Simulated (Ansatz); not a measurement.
The compound is CsTiF3 (cubic perovskite) (Pm-3m).

The structure was built from a prototype and need not be the compound's stable phase.

It takes space group Pm-3m (No. 221, cubic). The conventional cell has a = 4.156 Å, b = 4.156 Å, c = 4.156 Å, α = 90.00°, β = 90.00°, γ = 90.00°. Cs has 12 F at 2.94 Å nearest. Ti has 6 F at 2.08 Å nearest. F has 2 Ti at 2.08 Å and 4 Cs at 2.94 Å nearest. Farther neighbours and most contacts between anions are not listed.

```
Cs Ti F
1.0
     0.00000   -4.15626    0.00000
     0.00000    0.00000    4.15626
    -4.15626    0.00000    0.00000
Cs Ti F
1 1 3
Direct
  0.00000 0.00000 0.00000
  0.50000 0.50000 0.50000
  0.50000 0.50000 0.00000
  0.50000 0.00000 0.50000
  0.00000 0.50000 0.50000
```

The structure was relaxed with LDA. The structure type comes from a generator and need not be one that this composition takes. The structure was generated from a model, not taken from a measurement. The runs that relaxed it are not among those shown. The program's search for lower electronic states was switched off, so nothing shows that the state found is the lowest. Spin-orbit coupling is left out unless a run names it. PAW set soft_2, made with PBE.

A constrained-RPA run (Ansatz 0.2.0; non-magnetic LDA; Ti t2g, bands v1 to c2, 4×4×4 mesh, medium accuracy) builds 3 functions on bands 1.5 eV wide, with 2.0 electrons in the window. The bare on-site interaction is 15.6 eV and the bare J 0.57 eV.

Question: What U and J survive the screening?

On the Ti t2g shell, U = 5.71 eV (37 % of the bare value), U′ = 4.84 eV, J = 0.43 eV.

The parent state is non-magnetic and the interaction static (zero frequency); U depends on the window and the orbitals, so it belongs to this model alone.

[Paths, hosts, dates, memory and timing lines, banners, echoed tables and standing remarks are left out of the program output.]

[Logs are printed without paths, hosts, clocks, repeated set-up lines and the standing remarks that a program may print on its own settings, such as how far it seeks lower states.]

[Runs of the session that timed out or met a known fault of the program may be left out.]

[Hosts, paths, dates, database ids (printed as entryN), source tags and the programs' standing remarks are cut or masked in the printed files.]
